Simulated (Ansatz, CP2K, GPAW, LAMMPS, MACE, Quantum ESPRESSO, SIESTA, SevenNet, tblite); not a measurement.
**Amorphous Hg33S25Se8 (66 atoms), the geometry as built**

66 atoms (33 Hg, 25 S, 8 Se) placed at random at 7.67 g/cm³, melted at 2500 K for 10 ps at fixed volume with the Stillinger-Weber II-VI potential (Zhou et al., Phys. Rev. B 88, 085309 (2013)). Quenched from 2500 K to 500 K at 30 K/ps and fixed volume, held 5 ps, then minimised at fixed cell.

Geometry: the geometry as built. Computed with GPAW 26.7.0: Kohn-Sham DFT, PBE, PAW, atomic orbitals (dzp); LCAO dzp; h 0.2 Å; levels smeared at 580 K; Γ point; density 7.67 g/cm³.

Cell vectors (Å):

```
12.034 0.000 0.000
0.000 12.034 0.000
0.000 0.000 12.034
```

Positions in Å, forces in eV/Å:

```tsv
atom	x	y	z	fx	fy	fz
Hg1	3.713	4.874	4.202	-0.206	0.027	0.085
Hg2	4.376	5.173	0.911	-0.071	0.331	-0.289
Hg3	7.049	10.796	2.632	-0.501	0.257	-0.452
Hg4	1.947	10.265	4.927	0.184	-0.260	0.678
Hg5	6.937	7.335	7.227	-0.593	0.309	0.151
Hg6	9.515	1.156	6.638	0.323	0.013	0.134
Hg7	8.774	9.932	5.615	0.067	0.522	0.399
Hg8	9.457	5.207	8.464	0.244	-0.367	0.329
Hg9	1.338	7.317	10.553	0.456	-0.036	-0.443
Hg10	2.823	10.539	1.599	0.121	-0.266	0.121
Hg11	10.791	9.520	8.551	0.657	0.099	-0.273
Hg12	6.036	0.082	5.728	-0.426	0.245	0.515
Hg13	7.557	4.415	11.243	0.489	-0.695	0.109
Hg14	0.397	4.291	4.711	0.231	-0.400	-0.393
Hg15	6.388	3.865	6.238	-0.308	-0.040	-0.299
Hg16	1.369	3.301	0.053	0.076	-0.310	0.295
Hg17	10.087	0.102	11.654	-0.157	0.318	0.348
Hg18	10.508	6.983	4.632	0.602	-0.089	-0.039
Hg19	1.339	0.385	10.824	-0.186	0.362	-0.708
Hg20	0.585	3.455	8.088	-0.027	-0.506	0.487
Hg21	3.818	5.665	8.737	-0.283	0.696	0.142
Hg22	11.133	9.933	2.908	0.103	0.555	0.053
Hg23	8.684	8.532	0.324	0.148	-0.094	-0.659
Hg24	3.403	1.320	3.993	-0.615	0.008	0.076
Hg25	10.754	4.900	1.558	-0.299	0.317	-0.469
Hg26	7.566	6.373	3.193	-0.268	-0.237	0.091
Hg27	4.175	1.431	8.943	0.194	-0.122	0.099
Hg28	6.881	11.636	9.500	-0.427	-0.503	0.004
Hg29	10.743	1.782	3.475	0.799	-0.738	0.021
Hg30	5.187	8.415	0.307	-0.274	0.058	-0.785
Hg31	5.153	1.823	0.260	0.629	-0.495	-0.072
Hg32	7.459	2.822	3.064	-0.104	0.117	-0.192
Hg33	1.951	7.096	6.136	0.618	0.330	0.177
S34	1.120	1.755	5.260	0.084	-0.121	-1.106
S35	5.021	9.694	10.120	0.037	-0.310	0.245
S36	7.669	11.058	0.040	0.406	-0.625	0.329
S37	5.820	6.209	5.028	0.192	-0.049	0.120
S38	0.971	10.326	7.443	0.129	-0.404	0.302
S39	0.502	4.849	10.258	-0.429	0.474	-0.420
S40	8.131	0.619	4.238	-0.183	0.400	0.371
S41	2.538	4.545	6.714	0.261	0.766	-0.682
S42	3.700	11.843	11.593	0.510	0.173	-0.125
S43	2.881	8.298	8.635	-0.321	-0.470	-0.035
S44	9.871	5.787	11.227	-0.039	0.308	-0.048
S45	8.740	8.775	3.101	-0.096	-0.008	-0.016
S46	6.830	6.425	0.742	-0.617	0.556	0.437
S47	4.881	3.036	2.625	-0.240	0.271	0.451
S48	4.261	8.679	5.762	-0.730	-0.161	-0.102
S49	10.416	3.568	6.626	0.135	0.053	0.572
S50	7.841	2.159	0.557	-0.875	0.681	-0.519
S51	6.534	10.042	7.252	0.501	0.116	-0.675
S52	11.144	11.438	5.117	-0.169	-0.203	-0.290
S53	1.677	1.038	8.254	-0.750	-0.057	0.805
S54	4.450	2.147	6.402	1.049	-0.593	-0.162
S55	4.537	10.921	3.675	-0.241	0.059	-0.395
S56	11.080	8.561	10.896	-0.240	0.145	0.777
S57	10.933	2.302	0.948	0.515	-0.599	-0.071
S58	9.456	4.514	3.815	-0.061	0.238	-0.584
Se59	1.537	5.102	2.216	-0.460	-0.023	0.493
Se60	2.551	7.817	0.867	0.617	-0.123	0.351
Se61	9.641	7.570	7.093	0.102	-0.223	0.090
Se62	9.526	11.817	8.966	-0.274	0.746	-0.068
Se63	0.885	7.973	3.674	-0.433	-0.563	0.196
Se64	3.815	3.658	10.656	-0.149	-0.107	0.334
Se65	6.520	4.993	8.710	0.562	0.279	0.264
Se66	0.063	10.381	0.406	-0.192	-0.033	-0.255
```

The quench rate of 30 K/ps is many orders above laboratory rates, so the cell is likely richer in defects and strain than a real sample. The network of bonds at the start is that of the classical potential that made the cell, and needn't be the one that DFT or experiment would give. Only the Γ point is sampled, in a cell whose shortest periodic width is 12 Å.

The r.m.s. force component is 0.393 eV/Å; the longest force, 1.22 eV/Å, acts on S50.

[Logs are printed without paths, hosts, clocks, repeated set-up lines and the standing remarks that a program may print on its own settings, such as how far it seeks lower states.]

[Hosts, paths, dates, database ids (printed as entryN), source tags and the programs' standing remarks are cut or masked in the printed files.]
